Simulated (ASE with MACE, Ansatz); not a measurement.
# Binding curve of Cu(111) on W(110), film of one atomic layer (26 atoms)

The cell holds 26 atoms: 20 W and 6 Cu. Its edges and angles: a = 5.282 Å, b = 6.942 Å, c = 22.956 Å, α = 90.0°, β = 90.0°, γ = 102.0°. It derives from W and Cu (W). The starting structure: Cu(111) slab, 1 repeats (0.0 Å between outer planes), strained in the plane by up to 3.3 % to a cell of 36 Å^2 of W(110) (4 repeats); 14 Å of vacuum, lowest layers held; starting gap 2.2 Å. Of 4 lateral registries the lowest after a short relaxation was kept. Relaxed with the MACE-MP-0b2 potential. Lattice constants are starting values near those of PBE. Regions: W, 20 atoms (20 W); Cu, 6 atoms (6 Cu). Vacuum lies along c.

Calculated with Ansatz 0.2.0: Kohn-Sham DFT, PBE, PAW (set soft_2), plane waves; cutoff 420 eV, k-mesh 4×3×1, fermi-dirac smearing of 0.1 eV. The upper part (Cu) is moved rigidly along the normal by z from its relaxed place. Energies are the whole cell less its two frozen parts, over the face of 35.87 Å².

```
shift z (Å)  interaction energy (meV/Å²)
       -0.4                       -92.14
       -0.2                       -176.1
       +0.0                       -196.4
       +0.3                       -171.6
       +0.6                       -127.4
       +1.0                       -75.88
       +1.6                            ?
       +2.4                       -7.601
       +3.5                       -1.066
```

Task: Fit the universal binding curve to the rows given and interpolate to the withheld row.

Worked fit:

The universal binding curve is E(z) = −D (1 + z/l) exp(−z/l), whose curvature at z = 0 is D/l². The depth is D = 196.4 meV/Å². A parabola through the rows at −0.2, 0 and +0.3 Å has the curvature 2 {[E(0.3) − E(0)]/0.3 + [E(−0.2) − E(0)]/0.2} / 0.5 = 737.4 meV/Å⁴, so l = √(D / curvature) = 0.516 Å. At z = 1.6 Å, z/l = 3.100.

Prediction at +1.6: -36.28 meV/Å². The run gave -30.45 meV/Å², so the fit is low by 5.8 meV/Å² (19 % of the value).

The curve's steepest slope, D/(e l) at z = l, is 22.4 GPa, an estimate of the stress that rigid separation needs. Among the rows given, the largest miss of the fit is at +1.0, by 7.2 meV/Å² (3.7 % of the range of the table).

Limits: The parts are rigid, and they also feel their periodic images through the vacuum. The functional has no dispersion term.

[Long decimals in the printed logs are rounded to 6 places.]

[Logs are printed without paths, hosts, clocks, repeated set-up lines and the standing remarks that a program may print on its own settings, such as how far it seeks lower states.]

[Hosts, paths, dates, database ids (printed as entryN), source tags and the programs' standing remarks are cut or masked in the printed files.]
